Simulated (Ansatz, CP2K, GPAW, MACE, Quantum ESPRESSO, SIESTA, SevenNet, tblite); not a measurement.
# Random rock-salt alloy of CaS and PbS (64 atoms) in SIESTA, part 2 of 2

How do the settings of SIESTA change the result for random rock-salt alloy of CaS and PbS (64 atoms)? A plane-wave run serves as the yardstick.

Program: SIESTA 5.4.2; the method stands at each step. Banners, paths, timers and routine set-up lines are dropped from the logs unmarked, and long logs keep their key lines alone; longer cuts are marked. The potentials were converted by us to PSML.

So far. Step 2 (PBE, DZP, shift 0.01 Ry, mesh 300 Ry): Forces lie 42 % from the reference's, at 0.11 times its CPU time (on 1 against 4 cores). Step 3 (PBE, SZP, shift 0.01 Ry, mesh 300 Ry): Against the first run (42 %), the force difference from the reference is 43 %, at 0.79 times the CPU time, with 592 basis functions against 776.

**4. PBE, SZ, shift 0.01 Ry, mesh 300 Ry**

Method: Kohn-Sham DFT, PBE, PseudoDojo 0.4.1 norm-conserving pseudopotentials (converted to PSML), numerical atomic orbitals (SZ), diagonalisation.

Input file input.fdf:

```
SystemLabel cell
NumberOfAtoms 64
NumberOfSpecies 3
%block ChemicalSpeciesLabel
  1 20 Ca
  2 16 S
  3 82 Pb
%endblock ChemicalSpeciesLabel
LatticeConstant 1.0 Ang
%block LatticeVectors
  11.50300 0.00000 0.00000
  0.00000 11.50300 0.00000
  0.00000 0.00000 11.50300
%endblock LatticeVectors
PAO.BasisSize SZ
PAO.EnergyShift 0.01 Ry
XC.Functional GGA
XC.Authors PBE
MeshCutoff 300 Ry
%block kgrid_Monkhorst_Pack
  1 0 0 0.0
  0 1 0 0.0
  0 0 1 0.0
%endblock kgrid_Monkhorst_Pack
SolutionMethod diagon
OccupationFunction FD
ElectronicTemperature 580 K
SCF.Mixer.Method Pulay
SCF.Mixer.Weight 0.05
SCF.Mixer.History 8
SCF.Mix Hamiltonian
MaxSCFIterations 300
SCF.DM.Tolerance 1e-04
SCF.H.Tolerance 1.0e-3 eV
WriteForces T
Write.HirshfeldPop T
Write.VoronoiPop T
Write.DM F
Write.H F
XML.Write F
AtomicCoordinatesFormat Fractional
%block AtomicCoordinatesAndAtomicSpecies
[... 64 atom lines left out: the same atoms as in the first run ...]
%endblock AtomicCoordinatesAndAtomicSpecies
```

Started as:

```console
$ OMP_NUM_THREADS=1 siesta < input.fdf > output.txt
```

The program printed:

```text
Version         : 5.4.2
reinit: System Name:
reinit: System Label: cell
initatom: Reading input for the pseudopotentials and atomic orbitals ----------
Species number:   1 Atomic number:   20 Label: Ca
Species number:   2 Atomic number:   16 Label: S
Species number:   3 Atomic number:   82 Label: Pb
Ground state valence configuration (from tables):   4s02  4p00  3d00  4f00
Ground state valence configuration (from tables):   3s02  3p04  3d00  4f00
Ground state valence configuration (from tables):   6s02  6p02  6d00  5f00
---- Processing specs for species: Ca
GGA--PBE XC_GGA_X_PBE--XC_GGA_C_PBE pb
Semicore shell(s) with  8 electrons included in the valence for Ca
---- Processing specs for species: S
GGA--PBE XC_GGA_X_PBE--XC_GGA_C_PBE pb
---- Processing specs for species: Pb
[... lines left out ...]
Total number of electrons:   544.000000
[... lines left out ...]
stepf: Fermi-Dirac step function
        iscf     Eharris(eV)        E_KS(eV)     FreeEng(eV)     dDmax    Ef(eV) dHmax(eV)
[... lines left out ...]
SCF Convergence by DM+H criterion
[... lines left out ...]
SCF cycle converged after 15 iterations
[... lines left out ...]
   Max    1.310167
[... lines left out ...]
   Max    1.310167    constrained
Stress tensor Voigt[x,y,z,yz,xz,xy] (kbar):      -29.63      -28.82      -28.65        0.20        0.19        0.00
[... lines left out ...]
siesta: Etot    =    -50179.295775
siesta: FreeEng =    -50179.295775
siesta: Final energy (eV):
siesta:  Band Struct. =   -9971.293930
siesta:       Kinetic =   20140.880040
siesta:       Hartree =   10109.626099
siesta:         Exch. =  -11258.791624
siesta:         Corr. =    -846.788000
siesta:   Exch.-corr. =  -12105.579625
siesta:  Ion-electron =  -40442.468240
siesta:       Ion-ion =  -27881.754049
siesta:         Total =  -50179.295775
siesta:         Fermi =      -1.780979
siesta: Stress tensor (static) (eV/Ang**3):
siesta:    -0.018494    0.000000    0.000118
siesta:     0.000000   -0.017986    0.000123
siesta:     0.000118    0.000123   -0.017884
siesta: Cell volume =       1522.065561 Ang**3
siesta: Pressure (static):
siesta:                Solid            Molecule  Units
siesta:           0.00019737          0.00011029  Ry/Bohr**3
siesta:           0.01812146          0.01012604  eV/Ang**3
siesta:          29.03377641         16.22370779  kBar
    Orbital volume contribution        =          22.950713 eV
    (Free)E + p_basis*V_orbitals       =      -50156.345062 eV
    (Free)Eharris+ p_basis*V_orbitals  =      -50156.345062 eV
Hirshfeld Atomic Populations:
Atom #   charge [q] valence [e]  Species
     1     0.495474    9.504526  Ca
     2    -0.452248    6.452248  S
     3     0.275633   13.724367  Pb
     4    -0.388959    6.388959  S
     5     0.480286    9.519714  Ca
     6    -0.381415    6.381415  S
     7     0.477446    9.522554  Ca
[...]
9     0.266789   13.733211  Pb
[...]
15     0.240012   13.759988  Pb
[...]
--------------------
 Total    -0.000017
Voronoi Atomic Populations:
Atom #   charge [q] valence [e]  Species
[...]
53     0.303294   13.696706  Pb
[...]
59     0.542524    9.457476  Ca
[...]
61     0.287878   13.712122  Pb
    62    -0.487109    6.487109  S
    63     0.540305    9.459695  Ca
    64    -0.559815    6.559815  S
--------------------
 Total    -0.000017
```

Elapsed: 46 s, on 1 thread of Arm Neoverse V2, shared host; peak memory 0.52 GiB.

Compared with the plane-wave run:

```yaml
r_m_s_force_component: 0.455 eV/Å
r_m_s_difference_of_force_components: 192.8 meV/Å
longest_difference_of_force_vectors: 711.9 meV/Å
force_difference_over_r_m_s_force: 64.66 %
slope_of_forces_against_the_reference_s: 1.455
correlation_of_force_components: 0.9536
spacing_of_highest_filled_and_lowest_empty_level: 2.041 eV
gap_difference: 0.1382 eV
pressure: 2.903 GPa
pressure_difference: 0.8424 GPa
```

This is a coarse setting, run to see what it loses.

Against the first run (42 %), the force difference from the reference is 65 %, at 0.33 times the CPU time, with 320 basis functions against 776: the smaller basis costs accuracy.

**5. PBE, DZ, shift 0.01 Ry, mesh 300 Ry**

Method: Kohn-Sham DFT, PBE, PseudoDojo 0.4.1 norm-conserving pseudopotentials (converted to PSML), numerical atomic orbitals (DZ), diagonalisation.

Changes to input.fdf since step 4:

```diff
@@ -14,3 +14,3 @@
 %endblock LatticeVectors
-PAO.BasisSize SZ
+PAO.BasisSize DZ
 PAO.EnergyShift 0.01 Ry
```

The program printed:

```text
Version         : 5.4.2
reinit: System Name:
reinit: System Label: cell
initatom: Reading input for the pseudopotentials and atomic orbitals ----------
Species number:   1 Atomic number:   20 Label: Ca
Species number:   2 Atomic number:   16 Label: S
Species number:   3 Atomic number:   82 Label: Pb
Ground state valence configuration (from tables):   4s02  4p00  3d00  4f00
Ground state valence configuration (from tables):   3s02  3p04  3d00  4f00
Ground state valence configuration (from tables):   6s02  6p02  6d00  5f00
---- Processing specs for species: Ca
GGA--PBE XC_GGA_X_PBE--XC_GGA_C_PBE pb
Semicore shell(s) with  8 electrons included in the valence for Ca
---- Processing specs for species: S
GGA--PBE XC_GGA_X_PBE--XC_GGA_C_PBE pb
---- Processing specs for species: Pb
[... lines left out ...]
Total number of electrons:   544.000000
[... lines left out ...]
stepf: Fermi-Dirac step function
        iscf     Eharris(eV)        E_KS(eV)     FreeEng(eV)     dDmax    Ef(eV) dHmax(eV)
[... lines left out ...]
SCF Convergence by DM+H criterion
[... lines left out ...]
SCF cycle converged after 14 iterations
[... lines left out ...]
   Max    1.177857
[... lines left out ...]
   Max    1.177857    constrained
Stress tensor Voigt[x,y,z,yz,xz,xy] (kbar):      -27.26      -26.30      -26.69        0.14        0.27       -0.17
[... lines left out ...]
siesta: Etot    =    -50234.054614
siesta: FreeEng =    -50234.054614
siesta: Final energy (eV):
siesta:  Band Struct. =  -10361.811396
siesta:       Kinetic =   19701.946532
siesta:       Hartree =    9750.048784
siesta:         Exch. =  -11140.932838
siesta:         Corr. =    -847.375445
siesta:   Exch.-corr. =  -11988.308283
siesta:  Ion-electron =  -39815.987599
siesta:       Ion-ion =  -27881.754049
siesta:         Total =  -50234.054614
siesta:         Fermi =      -2.936876
siesta: Stress tensor (static) (eV/Ang**3):
siesta:    -0.017017   -0.000108    0.000168
siesta:    -0.000108   -0.016414    0.000089
siesta:     0.000168    0.000089   -0.016660
siesta: Cell volume =       1522.065561 Ang**3
siesta: Pressure (static):
siesta:                Solid            Molecule  Units
siesta:           0.00018185          0.00008650  Ry/Bohr**3
siesta:           0.01669705          0.00794218  eV/Ang**3
siesta:          26.75162613         12.72476741  kBar
    Orbital volume contribution        =          31.454043 eV
    (Free)E + p_basis*V_orbitals       =      -50202.600572 eV
    (Free)Eharris+ p_basis*V_orbitals  =      -50202.600572 eV
Hirshfeld Atomic Populations:
Atom #   charge [q] valence [e]  Species
     1     0.329493    9.670507  Ca
     2    -0.326140    6.326140  S
     3     0.303389   13.696611  Pb
     4    -0.311041    6.311041  S
     5     0.308049    9.691951  Ca
     6    -0.293254    6.293254  S
     7     0.318268    9.681732  Ca
[...]
9     0.311661   13.688339  Pb
[...]
15     0.280357   13.719643  Pb
[...]
--------------------
 Total    -0.000022
Voronoi Atomic Populations:
Atom #   charge [q] valence [e]  Species
[...]
53     0.394964   13.605036  Pb
[...]
59     0.422823    9.577177  Ca
[...]
61     0.405035   13.594965  Pb
    62    -0.422212    6.422212  S
    63     0.416641    9.583359  Ca
    64    -0.439750    6.439750  S
--------------------
 Total    -0.000022
```

Wall time 55 s (1 thread); peak memory 0.61 GiB.

Numbers from this run, and their distance from the reference:

- r.m.s. force component: 0.4174 eV/Å
- r.m.s. difference of force components: 158.3 meV/Å
- longest difference of force vectors: 561 meV/Å
- force difference over r.m.s. force: 53.08 %
- slope of forces against the reference's: 1.339
- correlation of force components: 0.9564
- gap (highest filled to lowest empty level): 2.441 eV
- gap difference: 0.5384 eV
- pressure: 2.675 GPa
- pressure difference: 0.6142 GPa

This is a coarse setting, run to see what it loses.

Against the first run (42 %), the force difference from the reference is 53 %, at 0.40 times the CPU time, with 504 basis functions against 776: the smaller basis costs accuracy.

**6. PBE, DZP, shift 0.01 Ry, mesh 150 Ry**

Method: Kohn-Sham DFT, PBE, PseudoDojo 0.4.1 norm-conserving pseudopotentials (converted to PSML), numerical atomic orbitals (DZP), diagonalisation.

Changes to input.fdf since step 5:

```diff
@@ -14,3 +14,3 @@
 %endblock LatticeVectors
-PAO.BasisSize DZ
+PAO.BasisSize DZP
 PAO.EnergyShift 0.01 Ry
@@ -18,3 +18,3 @@
 XC.Authors PBE
-MeshCutoff 300 Ry
+MeshCutoff 150 Ry
 %block kgrid_Monkhorst_Pack
```

The program printed:

```text
Version         : 5.4.2
reinit: System Name:
reinit: System Label: cell
initatom: Reading input for the pseudopotentials and atomic orbitals ----------
Species number:   1 Atomic number:   20 Label: Ca
Species number:   2 Atomic number:   16 Label: S
Species number:   3 Atomic number:   82 Label: Pb
Ground state valence configuration (from tables):   4s02  4p00  3d00  4f00
Ground state valence configuration (from tables):   3s02  3p04  3d00  4f00
Ground state valence configuration (from tables):   6s02  6p02  6d00  5f00
---- Processing specs for species: Ca
[... lines left out ...]
        iscf     Eharris(eV)        E_KS(eV)     FreeEng(eV)     dDmax    Ef(eV) dHmax(eV)
[... lines left out ...]
SCF Convergence by DM+H criterion
[... lines left out ...]
SCF cycle converged after 15 iterations
[... lines left out ...]
   Max    0.810162
[... lines left out ...]
   Max    0.810162    constrained
Stress tensor Voigt[x,y,z,yz,xz,xy] (kbar):      -60.11      -59.49      -59.74        0.08        0.09        0.07
[... lines left out ...]
siesta: FreeEng =    -50264.086203
[... lines left out ...]
siesta:         Fermi =      -3.623727
[... lines left out ...]
siesta:     0.000041   -0.037129    0.000051
siesta:     0.000056    0.000051   -0.037289
siesta: Cell volume =       1522.065561 Ang**3
siesta: Pressure (static):
siesta:                Solid            Molecule  Units
siesta:           0.00040637          0.00031959  Ry/Bohr**3
siesta:           0.03731133          0.02934316  eV/Ang**3
siesta:          59.77933728         47.01292777  kBar
    Orbital volume contribution        =          49.416615 eV
    (Free)E + p_basis*V_orbitals       =      -50214.669588 eV
    (Free)Eharris+ p_basis*V_orbitals  =      -50214.669588 eV
Hirshfeld Atomic Populations:
Atom #   charge [q] valence [e]  Species
     1     0.257441    9.742559  Ca
     2    -0.267560    6.267560  S
     3     0.309292   13.690708  Pb
     4    -0.277186    6.277186  S
     5     0.240382    9.759618  Ca
     6    -0.251693    6.251693  S
     7     0.246979    9.753021  Ca
[...]
9     0.321534   13.678466  Pb
[...]
15     0.283281   13.716719  Pb
[...]
--------------------
 Total    -0.000003
Voronoi Atomic Populations:
Atom #   charge [q] valence [e]  Species
[...]
53     0.389940   13.610060  Pb
[...]
59     0.343070    9.656930  Ca
[...]
61     0.402757   13.597243  Pb
    62    -0.352510    6.352510  S
    63     0.335334    9.664666  Ca
    64    -0.355479    6.355479  S
--------------------
 Total    -0.000008
```

Wall time 65 s (1 thread); peak memory 0.55 GiB.

Numbers from this run, and their distance from the reference:

- r.m.s. force component: 0.3037 eV/Å
- r.m.s. difference of force components: 124.1 meV/Å
- longest difference of force vectors: 356 meV/Å
- force difference over r.m.s. force: 41.61 %
- slope of forces against the reference's: 0.932
- correlation of force components: 0.9152
- gap (highest filled to lowest empty level): 2.117 eV
- gap difference: 0.2145 eV
- pressure: 5.978 GPa
- pressure difference: 3.917 GPa
- energy less the same-level run's: -0.4849 meV/atom
- r.m.s. force difference from the same-level run: 3.677 meV/Å

This is a coarse setting, run to see what it loses.

Against the first run (42 %), the force difference from the reference is 42 %, at 0.48 times the CPU time: the change moves forces by 3.7 meV/Å r.m.s., so most of the difference comes from elsewhere.

**7. The ladder**

Differences are against the plane-wave reference, forces as r.m.s. over components; share is that over the reference's r.m.s. force, slope the least-squares factor from reference forces to these. Total energies of different programs have different zeros and aren't compared.

| run | Δ force, r.m.s. (meV/Å) | share (%) | slope | Δ pressure (GPa) | Δ gap (eV) | cores | CPU time | memory (GiB) |
| --- | --- | --- | --- | --- | --- | --- | --- | --- |
| reference | - | - | - | - | - | 4 | 22 min | 3.5 |
| SIESTA PBE, DZP, shift 0.01 Ry, mesh 300 Ry | 124 | 41.6 | 0.932 | 3.92 | 0.215 | 1 | 2.3 min | 0.97 |
| SIESTA PBE, SZP, shift 0.01 Ry, mesh 300 Ry (coarse) | 129 | 43.2 | 0.941 | 4.62 | 0.234 | 1 | 1.8 min | 0.87 |
| SIESTA PBE, SZ, shift 0.01 Ry, mesh 300 Ry (coarse) | 193 | 64.7 | 1.455 | 0.842 | 0.138 | 1 | 46 s | 0.52 |
| SIESTA PBE, DZ, shift 0.01 Ry, mesh 300 Ry (coarse) | 158 | 53.1 | 1.339 | 0.614 | 0.538 | 1 | 55 s | 0.61 |
| SIESTA PBE, DZP, shift 0.01 Ry, mesh 150 Ry (coarse) | 124 | 41.6 | 0.932 | 3.92 | 0.214 | 1 | 65 s | 0.55 |

Rows marked coarse were listed beforehand as settings not expected to be converged; some can still land near the reference.

CPU time is summed over cores on a shared host, where runs went side by side, so it is rough. Symmetry, cutoffs, thresholds, outputs and thread counts weren't matched or tuned between programs; memory under MPI is the largest rank's times the ranks.

Within one program, basis, potentials and functional, energies share a zero. Each run against its twin at the usual cutoff or grid and solver:

| run | twin | Δ energy (meV/atom) | Δ force, r.m.s. (meV/Å) | CPU time over the twin's |
| --- | --- | --- | --- | --- |
| SIESTA PBE, DZP, shift 0.01 Ry, mesh 150 Ry | DZP, shift 0.01 Ry, mesh 300 Ry | -0.485 | 3.68 | 0.48 |

**8. Summary of results**

```
nearest in forces : a tie at 42 % of 2 runs: SIESTA PBE, DZP, shift 0.01 Ry, mesh 300 Ry; SIESTA PBE, DZP, shift 0.01 Ry, mesh 150 Ry (coarse)
```

The PBE run in local orbitals, coarse settings apart, differs by 42 % (SIESTA PBE, DZP, shift 0.01 Ry, mesh 300 Ry); basis, grid and potentials can all enter, and differences of this size make the forces unusable. Runs with settings chosen to be coarse differ by 42 % (SIESTA PBE, DZP, shift 0.01 Ry, mesh 150 Ry) to 65 % (SIESTA PBE, SZ, shift 0.01 Ry, mesh 300 Ry), their programs' other errors included. Of the electronic-structure runs that take under half the reference's CPU time, SIESTA PBE, DZP, shift 0.01 Ry, mesh 150 Ry is among the nearest, at 42 % in 65 s against 22 min; its pressure misses by +3.9 GPa. At the same functional, gaps differ from the reference's 1.90 eV by between +0.14 and +0.54 eV. A likely cause of the wide gaps: compact atomic orbitals describe empty levels worse than filled ones. These are spacings on the run's k-points, which needn't hold the band edges. In pressure, SIESTA PBE, SZP, shift 0.01 Ry, mesh 300 Ry misses by +4.6 GPa, at the same functional. The reference's pressure holds the uncorrected Pulay stress of its 45 Ry basis, so small pressure differences, and their order, may be the reference's own error. The host structure and its lattice constant were typed by rule, without a check against the phase diagram. The reference's pressure of 2.1 GPa belongs to a cell and atoms that aren't relaxed at this level. The electronic-structure runs sample only Γ, in a cell whose shortest periodic width is 12 Å. Spin–orbit coupling is left out, which matters for the levels of the heavy elements.

[Also dropped from logs without a mark: logging warnings of Python, and SIESTA's first energy breakdown and zero terms.]

[Logs are printed without paths, hosts, clocks, repeated set-up lines and the standing remarks that a program may print on its own settings, such as how far it seeks lower states.]

[Hosts, paths, dates, database ids (printed as entryN), source tags and the programs' standing remarks are cut or masked in the printed files.]
